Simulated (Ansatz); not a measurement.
# How fast states decay through KTlTeCl6

Aim: relax a made-up compound, KTlTeCl6, and see how good a tunnel barrier it would be. It is built by putting Tl for part of the K in the K2TeCl6 structure of space group Fm-3m, with the volume rescaled by atomic radii. The parent structure comes from the Materials Project.

Calculated with Ansatz 0.2.0; LDA DFT, plane waves, PAW files, in the first sound run; inputs show where later runs differ.

The structure was built from a prototype and need not be the compound's stable phase.

## 1. Set-up

The structure is cubic, space group F-43m (No. 216). The conventional cell has a = 9.795 Å, b = 9.795 Å, c = 9.795 Å, α = 90.00°, β = 90.00°, γ = 90.00°. Nearest to Tl lie 12 Cl at 3.46 Å. K has 12 Cl at 3.46 Å and 4 Te at 4.24 Å nearest. Te has 6 Cl at 2.45 Å and 4 K at 4.24 Å and 4 Tl at 4.24 Å nearest. Nearest to Cl lie 1 Te at 2.45 Å and 2 K at 3.46 Å and 2 Tl at 3.46 Å. It derives from K2TeCl6. Tl for part of the K in the K2TeCl6 structure of space group Fm-3m. Farther neighbours and most contacts between anions are not listed.

Coordinates:

```cif
data_structure
_symmetry_space_group_name_H-M 'F-43m'
_symmetry_Int_Tables_number 216
_cell_length_a 9.7953
_cell_length_b 9.7953
_cell_length_c 9.7953
_cell_angle_alpha 90.000
_cell_angle_beta 90.000
_cell_angle_gamma 90.000
_cell_volume 939.83
loop_
_atom_site_label
_atom_site_type_symbol
_atom_site_symmetry_multiplicity
_atom_site_Wyckoff_symbol
_atom_site_fract_x
_atom_site_fract_y
_atom_site_fract_z
_atom_site_occupancy
Tl1 Tl 4 c 0.25000 0.25000 0.25000 1
K1 K 4 d 0.25000 0.25000 0.75000 1
Te1 Te 4 a 0.00000 0.00000 0.00000 1
Cl1 Cl 24 f 0.50000 0.24948 0.00000 1
```

## 2. Cell and atoms at rest

The substituted atoms don't fit the parent's cell, so cell and atoms relax together. A small smearing keeps the run stable in case the gap closes on the way.

The input, input.yaml:

```yaml
crystal:
  lattice:
    - [0.0, 4.8976289685, 4.8976289685]
    - [4.8976289685, 0.0, 4.8976289685]
    - [4.8976289685, 4.8976289685, 0.0]
  atoms:
    - { symbol: Tl, position: [0.75, 0.75, 0.75] }
    - { symbol: K, position: [0.25, 0.25, 0.25] }
    - { symbol: Te, position: [0.0, 0.0, 0.0] }
    - { symbol: Cl, position: [0.25052101, 0.25052101, 0.74947899] }
    - { symbol: Cl, position: [0.74947899, 0.25052101, 0.74947899] }
    - { symbol: Cl, position: [0.25052101, 0.74947899, 0.74947899] }
    - { symbol: Cl, position: [0.74947899, 0.74947899, 0.25052101] }
    - { symbol: Cl, position: [0.25052101, 0.74947899, 0.25052101] }
    - { symbol: Cl, position: [0.74947899, 0.25052101, 0.25052101] }
kpoints:
  mp_grid: { grid: [4, 4, 4] }
scf:
  occupations: { method: gaussian, width: 0.03 }
hamiltonian:
  xc: lda
output:
  forces: true
  stress: true
relax:
  f_tol: 0.02
  max_steps: 60
  cell: {}
```

Run with:

```sh
$ ansatz run input.yaml --threads 2 --pin off --max-ram 4096MiB --backend cpu --events-out ev --progress --plain --runs-dir out
```

Numbers of over 12 decimals in the logs are rounded to 6 here.

Log:

```text
Engine: ansatz 0.2.0, aarch64-unknown-linux-gnu
Pseudopotentials: kind: paw
Pseudopotential: Tl, paw, valence charge 13, recommended cutoff 420 eV (normal), Tl.paw.azcp
Pseudopotential: K, paw, valence charge 9, recommended cutoff 420 eV (normal), K.paw.azcp
Pseudopotential: Te, paw, valence charge 16, recommended cutoff 420 eV (normal), Te.paw.azcp
Pseudopotential: Cl, paw, valence charge 7, recommended cutoff 420 eV (normal), Cl.paw.azcp
Functional definition: SPW92
  exchange = slater_x
  correlation = pw_c
Crystal: 9 atoms, lattice volume = 234.957 Å³
Basis set: ecut = 420 eV, 4621 PW (Γ)
Bands: 49, of which v1, the nominal top of the filled ones, is band 40 counted from 1 (39 counted from 0)
Symmetry: 24 space group operations
Space group: F-43m (ITA 216), of the structure as read, at distance tolerance 6.2e-5 Å
k-points: 8 of 64 (time reversal used)
Non-local potential: Tl, projectors of the file, l = 0: 2, l = 1: 2, l = 2: 2, l = 3: 1
Non-local potential: K, projectors of the file, l = 0: 3, l = 1: 2, l = 2: 2
Non-local potential: Te, projectors of the file, l = 0: 2, l = 1: 2, l = 2: 2, l = 3: 2
Non-local potential: Cl, projectors of the file, l = 0: 2, l = 1: 2, l = 2: 2
PAW form: soft (Blöchl's): semilocal exchange-correlation on the pseudo side does not see the compensation charge
PAW frozen core: Tl, regenerated for the run's functional, and the local potential with it (the file was generated under x = pbe(κ = 0.804, μ = 0.219515), c = pbe(β = 0.066725))
PAW frozen core: K, regenerated for the run's functional, and the local potential with it (the file was generated under x = pbe(κ = 0.804, μ = 0.219515), c = pbe(β = 0.066725))
PAW frozen core: Te, regenerated for the run's functional, and the local potential with it (the file was generated under x = pbe(κ = 0.804, μ = 0.219515), c = pbe(β = 0.066725))
PAW frozen core: Cl, regenerated for the run's functional, and the local potential with it (the file was generated under x = pbe(κ = 0.804, μ = 0.219515), c = pbe(β = 0.066725))
PAW one-centre angular grid: Tl, 590 points (default); XC on 64 Gauss nodes
PAW one-centre angular grid: K, 110 points (default); XC on 64 Gauss nodes
PAW one-centre angular grid: Te, 590 points (default); XC on 64 Gauss nodes
PAW one-centre angular grid: Cl, 110 points (default); XC on 64 Gauss nodes
Initial density: superposition of atomic densities (neutral atoms: chi_scale 0, normalization atom), corrected by the library's trained network
Initial wavefunctions: pseudopotential atomic-orbital guess
Functional: x = slater, c = lda
SCF iter   1: F=—  HF=-25743.283068 eV  |F-HF|=—  |Δ(HF+E_count)|=         —  Δρ=6.74e-3  dr2=1.18e-1  ethr=1.77e-3  ⟨swp⟩=11.2  Hψ=2151  notcnv=0  defer=2
preconditioner: auto → Resta (q_TF=auto, 2.280 Å⁻¹)  ε∞=3.9  [insulator: Δε(μ)=2.246 eV  Ē_g=11.722 eV  σ=0.030 eV  W_gap=1.00  n_scr=58 (ndim 8)  ℏωp=20.0 eV  f_vac=0.025  D(μ)=0.00/eV (n_scr^D=0)  ε∞_Penn≈3.9]
SCF iter   2: F=—  HF=-25743.249552 eV  |F-HF|=—  |Δ(HF+E_count)|=   3.35e-2  Δρ=3.22e-3  dr2=1.94e-2  ethr=1.48e-4  ⟨swp⟩=3.5  Hψ=698  notcnv=0  defer=20
SCF iter   3: F=—  HF=-25743.243842 eV  |F-HF|=—  |Δ(HF+E_count)|=   5.71e-3  Δρ=7.88e-4  dr2=1.37e-3  ethr=2.43e-5  ⟨swp⟩=2.1  Hψ=692  notcnv=0  defer=23
SCF iter   4: F=—  HF=-25743.243629 eV  |F-HF|=—  |Δ(HF+E_count)|=   2.13e-4  Δρ=1.36e-4  dr2=7.49e-5  ethr=1.72e-6  ⟨swp⟩=2.1  Hψ=692  notcnv=0  defer=23
SCF iter   5: F=—  HF=-25743.243468 eV  |F-HF|=—  |Δ(HF+E_count)|=   1.62e-4  Δρ=4.63e-5  dr2=6.80e-6  ethr=9.36e-8  ⟨swp⟩=2.8  Hψ=635  notcnv=0  defer=23
SCF iter   6: F=—  HF=-25743.243469 eV  |F-HF|=—  |Δ(HF+E_count)|=   1.08e-6  Δρ=9.17e-6  dr2=5.10e-7  ethr=8.51e-9  ⟨swp⟩=2.0  Hψ=569  notcnv=0  defer=23
SCF iter   7: F=-25743.243469 eV  HF=-25743.243469 eV  |F-HF|=4.22e-8  |Δ(HF+E_count)|=   1.08e-7  Δρ=3.71e-6  dr2=5.94e-8  ethr=1.25e-10  ⟨swp⟩=5.0  Hψ=1480  notcnv=0
SCF 1 converged in 7 iterations: F = -25743.243469 eV  dr2 = 5.94e-8
  greatest PAW one-centre occupation: 1.000 electrons in one spin orbital (limit 2), on the Te atom at site 2 (counted from 0), in its partial waves of l = 2
relax step   1: F+E_penalty+E_count = -25743.24346860 eV  Δ(F+E_penalty+E_count) = +0.000e0 eV  max|allowed force component| = 8.398e-1 eV/Å  Δτ_max = 0.0000 Å  P = +1.941 GPa  Ω = 234.957 Å³  (7 SCF iters, dr2 threshold 1.00e-7 eV, accepted)
Crystal: 9 atoms, lattice volume = 227.553 Å³
Basis set: ecut = 420 eV, 4477 PW (Γ)
Initial density: handed on by an earlier stage of this run
Initial wavefunctions: those handed on with the density
iter 1 solved again at ethr=1.83e-4 eV; its pass at ethr=3.10e-3 eV (dr2=1.46e-1 eV) is discarded
SCF iter   1: F=—  HF=-25743.333644 eV  |F-HF|=—  |Δ(HF+E_count)|=         —  Δρ=7.40e-3  dr2=1.46e-1  ethr=1.83e-4  ⟨swp⟩=2.2  Hψ=1957  notcnv=0
preconditioner: auto → Resta (q_TF=auto, 2.292 Å⁻¹)  ε∞=4.1  [insulator: Δε(μ)=1.863 eV  Ē_g=11.505 eV  σ=0.030 eV  W_gap=1.00  n_scr=58 (ndim 8)  ℏωp=20.3 eV  f_vac=0.010  D(μ)=0.00/eV (n_scr^D=0)  ε∞_Penn≈4.1]
SCF iter   2: F=—  HF=-25743.297594 eV  |F-HF|=—  |Δ(HF+E_count)|=   3.60e-2  Δρ=3.83e-3  dr2=3.50e-2  ethr=1.83e-4  ⟨swp⟩=2.6  Hψ=519  notcnv=0
SCF iter   3: F=—  HF=-25743.284574 eV  |F-HF|=—  |Δ(HF+E_count)|=   1.30e-2  Δρ=6.15e-4  dr2=2.74e-3  ethr=4.38e-5  ⟨swp⟩=2.2  Hψ=665  notcnv=0
SCF iter   4: F=—  HF=-25743.283476 eV  |F-HF|=—  |Δ(HF+E_count)|=   1.10e-3  Δρ=2.44e-4  dr2=2.58e-4  ethr=3.42e-6  ⟨swp⟩=2.2  Hψ=574  notcnv=0
SCF iter   5: F=—  HF=-25743.283269 eV  |F-HF|=—  |Δ(HF+E_count)|=   2.07e-4  Δρ=6.30e-5  dr2=1.43e-5  ethr=3.23e-7  ⟨swp⟩=2.1  Hψ=713  notcnv=0
SCF iter   6: F=-25743.283266 eV  HF=-25743.283266 eV  |F-HF|=1.82e-7  |Δ(HF+E_count)|=   3.02e-6  Δρ=1.35e-5  dr2=7.35e-7  ethr=1.12e-9  ⟨swp⟩=3.1  Hψ=1725  notcnv=0
SCF 2 converged in 6 iterations: F = -25743.283266 eV  dr2 = 7.35e-7
  greatest PAW one-centre occupation: 0.999 electrons in one spin orbital (limit 2), on the Te atom at site 2 (counted from 0), in its partial waves of l = 2
relax step   2: F+E_penalty+E_count = -25743.28326588 eV  Δ(F+E_penalty+E_count) = -3.980e-2 eV  max|allowed force component| = 6.448e-1 eV/Å  Δτ_max = 0.1358 Å  P = -0.828 GPa  Ω = 227.553 Å³  energy of the carried Pulay correction = +6.814e-4 eV  (6 SCF iters, dr2 threshold 9.00e-7 eV, accepted)
Crystal: 9 atoms, lattice volume = 232.993 Å³
Basis set: ecut = 420 eV, 4573 PW (Γ)
iter 1 solved again at ethr=4.76e-5 eV; its pass at ethr=3.10e-3 eV (dr2=3.81e-2 eV) is discarded
SCF iter   1: F=—  HF=-25743.411437 eV  |F-HF|=—  |Δ(HF+E_count)|=         —  Δρ=3.58e-3  dr2=3.77e-2  ethr=4.76e-5  ⟨swp⟩=3.1  Hψ=1934  notcnv=0
preconditioner: auto → Resta (q_TF=auto, 2.283 Å⁻¹)  ε∞=4.0  [insulator: Δε(μ)=2.141 eV  Ē_g=11.612 eV  σ=0.030 eV  W_gap=1.00  n_scr=58 (ndim 8)  ℏωp=20.1 eV  f_vac=0.015  D(μ)=0.00/eV (n_scr^D=0)  ε∞_Penn≈4.0]
SCF iter   2: F=—  HF=-25743.402213 eV  |F-HF|=—  |Δ(HF+E_count)|=   9.22e-3  Δρ=1.93e-3  dr2=1.00e-2  ethr=4.72e-5  ⟨swp⟩=2.2  Hψ=482  notcnv=0
SCF iter   3: F=—  HF=-25743.398435 eV  |F-HF|=—  |Δ(HF+E_count)|=   3.78e-3  Δρ=3.01e-4  dr2=8.17e-4  ethr=1.25e-5  ⟨swp⟩=2.0  Hψ=588  notcnv=0
SCF iter   4: F=—  HF=-25743.398006 eV  |F-HF|=—  |Δ(HF+E_count)|=   4.29e-4  Δρ=1.35e-4  dr2=6.68e-5  ethr=1.02e-6  ⟨swp⟩=2.0  Hψ=570  notcnv=0
SCF iter   5: F=—  HF=-25743.397996 eV  |F-HF|=—  |Δ(HF+E_count)|=   9.44e-6  Δρ=2.78e-5  dr2=2.58e-6  ethr=8.35e-8  ⟨swp⟩=2.0  Hψ=561  notcnv=0
SCF iter   6: F=-25743.397996 eV  HF=-25743.397996 eV  |F-HF|=4.28e-8  |Δ(HF+E_count)|=   2.60e-7  Δρ=6.63e-6  dr2=1.75e-7  ethr=1.12e-9  ⟨swp⟩=4.8  Hψ=1352  notcnv=0
SCF 3 converged in 6 iterations: F = -25743.397996 eV  dr2 = 1.75e-7
relax step   3: F+E_penalty+E_count = -25743.39799582 eV  Δ(F+E_penalty+E_count) = -1.147e-1 eV  max|allowed force component| = 3.656e-2 eV/Å  Δτ_max = 0.0650 Å  P = -0.122 GPa  Ω = 232.993 Å³  energy of the carried Pulay correction = +1.787e-4 eV  (6 SCF iters, dr2 threshold 9.00e-7 eV, accepted)
[...]
relax step   4: F+E_penalty+E_count = -25743.39834446 eV  Δ(F+E_penalty+E_count) = -3.486e-4 eV  max|allowed force component| = 1.060e-3 eV/Å  Δτ_max = 0.0027 Å  P = -0.026 GPa  Ω = 232.908 Å³  energy of the carried Pulay correction = +1.864e-4 eV  (4 SCF iters, dr2 threshold 8.35e-8 eV, accepted)
Initial wavefunctions: pseudopotential atomic-orbital guess (no wavefunctions were taken with the density)
iter 1 solved again at ethr=5.39e-7 eV; its pass at ethr=3.10e-3 eV (dr2=4.31e-4 eV) is discarded
SCF iter   1: F=—  HF=-25743.398304 eV  |F-HF|=—  |Δ(HF+E_count)|=         —  Δρ=9.03e-6  dr2=7.05e-8  ethr=5.39e-7  ⟨swp⟩=3.1  Hψ=3058  notcnv=0
eigensolver tolerance schedule: the retry pair's looser diagonalisation over-reported the residual by 6115.07 of it (diagonalisation noise at an unbounded share of the residual, at the tolerance the schedule requests for it); recorded, not acted on — ethr = c·dr2/N_el stays at c = 1.0e-1
preconditioner: auto → Resta (q_TF=auto, 2.283 Å⁻¹)  ε∞=4.0  [insulator: Δε(μ)=2.137 eV  Ē_g=11.618 eV  σ=0.030 eV  W_gap=1.00  n_scr=58 (ndim 8)  ℏωp=20.1 eV  f_vac=0.013  D(μ)=0.00/eV (n_scr^D=0)  ε∞_Penn≈4.0]
SCF iter   2: F=—  HF=-25743.398159 eV  |F-HF|=—  |Δ(HF+E_count)|=   1.45e-4  Δρ=4.90e-6  dr2=2.97e-8  ethr=8.81e-11  ⟨swp⟩=3.1  Hψ=869  notcnv=0
SCF iter   3: F=—  HF=-25743.398159 eV  |F-HF|=—  |Δ(HF+E_count)|=  2.55e-11  Δρ=1.08e-6  dr2=7.49e-9  ethr=3.72e-11  ⟨swp⟩=2.9  Hψ=705  notcnv=0
SCF iter   4: F=—  HF=-25743.398159 eV  |F-HF|=—  |Δ(HF+E_count)|=   1.20e-9  Δρ=4.38e-7  dr2=1.03e-9  ethr=9.36e-12  ⟨swp⟩=2.0  Hψ=509  notcnv=0
SCF iter   5: F=-25743.398159 eV  HF=-25743.398159 eV  |F-HF|=5.46e-11  |Δ(HF+E_count)|=  8.73e-11  Δρ=1.51e-7  dr2=8.56e-11  ethr=1.00e-12  ⟨swp⟩=3.8  Hψ=1629  notcnv=0
SCF 5 converged in 5 iterations: F = -25743.398159 eV  dr2 = 8.56e-11
relax step   5: F+E_penalty+E_count = -25743.39815933 eV  Δ(F+E_penalty+E_count) = +1.851e-4 eV  max|allowed force component| = 1.020e-3 eV/Å  Δτ_max = 0.0000 Å  P = -0.027 GPa  Ω = 232.908 Å³  stress off target by 2.66e-2 GPa  SCF on the basis re-selected at this cell (its energy is not comparable with the rows above)  (5 SCF iters)
basis re-selected at this cell: Δ(F+E_penalty+E_count) = +1.851e-4 eV, ΔP = -0.001 GPa vs the last step (what re-selecting the basis moved, of the pressure what is left beyond the Pulay correction that the steps carried, after the strain that the cell walked since its last selection, with what the two solves' SCF thresholds leave and, on support functions, any second-order correction that the steps lacked; it is no m [...]
SCF converged after 5 iterations
Free energy (F): -25743.398159 eV
Harris-Foulkes:  -25743.398159 eV  (|F-HF|=5.46e-11)
Internal energy: -25743.398159 eV  (E = F + TS)
E sigma→0 (E₀):  -25743.398159 eV
Fermi energy:    5.367892 eV
--- Per-component energies (eV) ---
  E_band       = -554.717965
  E_kinetic    = 1731.866381
  E_local      = -4670.078157  (includes V_loc(G=0)·N_el)
  E_nonlocal   = 213.502225
  E_hartree    = 1989.213263
  E_xc         = -1121.052054
  E_vxc        = -1139.425686  (∫ρ·V_xc dr)
  E_paw        = -18867.020327  (= ΣΔE_a)
  E_vpaw       = -669.009555  (= ΣTr[D̂ρ^β])
  E_aug_tail   = 0.000406  (compensation charges beyond the density's cutoff)
  E_ewald      = -5021.767448
  E_core_change = 1.937551  (= ΣΔE_core)
  E_smearing   = -0.000000  (= −TS)
  E_closure    = -0.000000  (closes the sum)
  Σ components = -25743.398159   (vs F -25743.398159, Δ=0.00e0)
--- Forces (eV/Å), atoms counted from 1 ---
  atom   1  Tl     0.00000000    -0.00000000    -0.00000000
  atom   2  K      0.00000000    -0.00000000    -0.00000000
  atom   3  Te    -0.00000000     0.00000000     0.00000000
  atom   4  Cl     0.00000000     0.00000000    -0.00101957
  atom   5  Cl    -0.00000000     0.00101957     0.00000000
  atom   6  Cl     0.00101957    -0.00000000    -0.00000000
  atom   7  Cl    -0.00000000    -0.00000000     0.00101957
  atom   8  Cl     0.00000000    -0.00101957    -0.00000000
  atom   9  Cl    -0.00101957     0.00000000     0.00000000
  max |Σ_I F_I| component: 2.23e-17 eV/Å
--- Stress (GPa, compression-positive) ---
       -0.026582      -0.000000      -0.000000
       -0.000000      -0.026582      -0.000000
       -0.000000      -0.000000      -0.026582
  P = ⅓ Tr σ = -0.0266 GPa (-0.266 kbar)
--- Relaxed structure (4 steps of the walk, 4 accepted, 1 SCFs on fresh bases) ---
  F+E_penalty+E_count = -25743.39815933 eV   max|allowed force component| = 1.020e-3 eV/Å   (the final SCF, on the basis selected at the relaxed cell)
  cell:  # Å, volume = 232.9084 Å³
    - [0, 4.883356, 4.883356]
    - [4.883356, 0, 4.883356]
    - [4.883356, 4.883356, 0]
  atoms:
    - { symbol: Tl, position: [0.750000, 0.750000, 0.750000] }
    - { symbol: K, position: [0.250000, 0.250000, 0.250000] }
    - { symbol: Te, position: [-1.269204444755513e-18, 0, 9.445242379575909e-19] }
    - { symbol: Cl, position: [0.257471, 0.257471, 0.742529] }
    - { symbol: Cl, position: [0.742529, 0.257471, 0.742529] }
    - { symbol: Cl, position: [0.257471, 0.742529, 0.742529] }
    - { symbol: Cl, position: [0.742529, 0.742529, 0.257471] }
    - { symbol: Cl, position: [0.257471, 0.742529, 0.257471] }
    - { symbol: Cl, position: [0.742529, 0.257471, 0.257471] }
```

Elapsed: 13 s, on 2 threads of Arm Neoverse V2, shared host; peak memory 0.47 GiB.

Relaxation path:

| step | energy less that of the first step (eV) | largest force component (eV/Å) | pressure (GPa) | volume (Å³) |
| --- | --- | --- | --- | --- |
| 1 | 0.0000 | 0.8398 | 1.94 | 234.96 |
| 2 | -0.0398 | 0.6448 | -0.83 | 227.55 |
| 3 | -0.1545 | 0.0366 | -0.12 | 232.99 |
| 4 | -0.1549 | 0.0011 | -0.03 | 232.91 |
| 5* | -0.1547 | 0.0010 | -0.03 | 232.91 |

Relaxation steps marked * repeat the geometry before them on a plane-wave basis chosen anew for their cell, so energy and pressure can jump there.

The run keeps the 24 symmetry operations that it works with, so distortions that break them were not tested.

| conventional cell, symmetrised | before | after | change |
| --- | --- | --- | --- |
| a (Å) | 9.795 | 9.767 | -0.3 % |
| b (Å) | 9.795 | 9.767 | -0.3 % |
| c (Å) | 9.795 | 9.767 | -0.3 % |
| volume (Å³/atom) | 26.11 | 25.88 | -0.9 % |

The atoms that moved most (Å, as changes of fractional coordinates times the final cell):

| atom | dx | dy | dz | length |
| --- | --- | --- | --- | --- |
| Cl5 | 0.000 | -0.068 | 0.000 | 0.068 |
| Cl6 | -0.068 | 0.000 | 0.000 | 0.068 |
| Cl7 | 0.000 | 0.000 | -0.068 | 0.068 |
| Cl8 | 0.000 | 0.068 | 0.000 | 0.068 |
| Cl9 | 0.068 | 0.000 | 0.000 | 0.068 |
| Cl4 | 0.000 | 0.000 | 0.068 | 0.068 |

Numbers from this step:

| Property | Result |
| --- | --- |
| free energy | -25743.3982 eV |
| Fermi energy | 5.368 eV |
| pressure | -0.02658 GPa |

The largest force component on a free atom ends at 0.0010 eV/Å.

## 3. Band edges

The energy window and the wavevectors of the next steps follow from the band edges, so these are searched first, off the mesh as well.

The input, input.yaml:

```yaml
crystal:
  lattice:
    - [0.0, 4.8833563291, 4.8833563291]
    - [4.8833563291, 0.0, 4.8833563291]
    - [4.8833563291, 4.8833563291, 0.0]
  atoms:
    - { symbol: Tl, position: [0.75, 0.75, 0.75] }
    - { symbol: K, position: [0.25, 0.25, 0.25] }
    - { symbol: Te, position: [0.0, 0.0, 0.0] }
    - { symbol: Cl, position: [0.2574707483, 0.2574707483, 0.7425292517] }
    - { symbol: Cl, position: [0.7425292517, 0.2574707483, 0.7425292517] }
    - { symbol: Cl, position: [0.2574707483, 0.7425292517, 0.7425292517] }
    - { symbol: Cl, position: [0.7425292517, 0.7425292517, 0.2574707483] }
    - { symbol: Cl, position: [0.2574707483, 0.7425292517, 0.2574707483] }
    - { symbol: Cl, position: [0.7425292517, 0.2574707483, 0.2574707483] }
kpoints:
  mp_grid: { grid: [4, 4, 4] }
  band_path: { path: [VBM, CBM], npoints: 30 }
scf:
  occupations: { method: fixed }
hamiltonian:
  xc: lda
output:
  eigenvalues: true
  write_potential: true
  write_density: true
  volumetric_format: npy
```

Log:

```text
[...]
Crystal: 9 atoms, lattice volume = 232.908 Å³
Basis set: ecut = 420 eV, 4573 PW (Γ)
Bands: 49, of which v1, the nominal top of the filled ones, is band 40 counted from 1 (39 counted from 0)
Symmetry: 24 space group operations
[...]
k-points: 8 of 64 (time reversal used)
[...]
SCF iter   1: F=—  HF=-25743.437935 eV  |F-HF|=—  |Δ(HF+E_count)|=         —  Δρ=6.78e-3  dr2=1.22e-1  ethr=1.77e-3  ⟨swp⟩=4.4  Hψ=1474  notcnv=0  defer=51
[...]
SCF iter   7: F=-25743.398159 eV  HF=-25743.398159 eV  |F-HF|=2.82e-8  |Δ(HF+E_count)|=   8.49e-8  Δρ=3.29e-6  dr2=4.01e-8  ethr=1.25e-10  ⟨swp⟩=15.6  Hψ=1906  notcnv=0
SCF 1 converged in 7 iterations: F = -25743.398159 eV  dr2 = 4.01e-8
[...]
NSCF: frozen V_eff on 16 k-points
[...]
SCF converged after 7 iterations
Free energy (F): -25743.398159 eV
[...]
Internal energy: -25743.398159 eV  (E = F + TS)
E sigma→0 (E₀):  -25743.398159 eV
Fermi energy:    4.299444 eV
[...]
--- Band table (eV; the first three rows and the last of 8) ---
  k-point 0: bands = [... 36 lower, 2.6410, 3.3847, 3.3847, 3.3847, 6.9754, 6.9754, 6.9754, 9.0051, ... 5 higher]
  k-point 1: bands = [... 36 lower, 3.1819, 3.1819, 3.2405, 3.5217, 6.7294, 7.4536, 7.4536, 8.7547, ... 5 higher]
  k-point 2: bands = [... 36 lower, 2.9318, 2.9791, 2.9791, 3.9751, 6.4365, 7.7907, 7.8939, 7.8939, ... 5 higher]
  k-point 7: bands = [... 36 lower, 2.9351, 2.9565, 3.0695, 4.2870, 7.4316, 7.6247, 7.6718, 8.2831, ... 5 higher]
```

The job ended after 25 s (2 threads; peak memory 0.54 GiB).

The column dr2 measures how far the density is from self-consistency, as an energy; F and HF (Harris–Foulkes) agree once it is small.

Numbers from this step:

| Item | Value |
| --- | --- |
| Fermi energy | 4.299 eV |
| gap on the k-mesh | 2.137 eV |
| gap on path | 2.137 eV, by band count; negative where bands overlap |
| direct gap on path | 2.461 eV |
| edge places on path | 0, 0.5571 1/A along the path |

Electronic bands along the path, in eV, zero at the Fermi level (highest filled level under fixed occupations); v1 is the highest filled band, c1 the lowest empty one:

| point | v4 | v3 | v2 | v1 | c1 | c2 | c3 | c4 |
| --- | --- | --- | --- | --- | --- | --- | --- | --- |
| VBM | -1.66 | -1.29 | -0.92 | 0.00 | 3.15 | 3.15 | 3.39 | 3.52 |
| halfway | -1.54 | -1.46 | -1.10 | -0.13 | 2.72 | 3.38 | 3.50 | 3.74 |
| CBM | -1.37 | -1.32 | -1.32 | -0.32 | 2.14 | 3.49 | 3.59 | 3.59 |

The searched edges give 2.14 eV, as on the mesh.

(Continued in part 2 of 3.)

[Logs are printed without paths, hosts, clocks, repeated set-up lines and the standing remarks that a program may print on its own settings, such as how far it seeks lower states.]

[Hosts, paths, dates, database ids (printed as entryN), source tags and the programs' standing remarks are cut or masked in the printed files.]
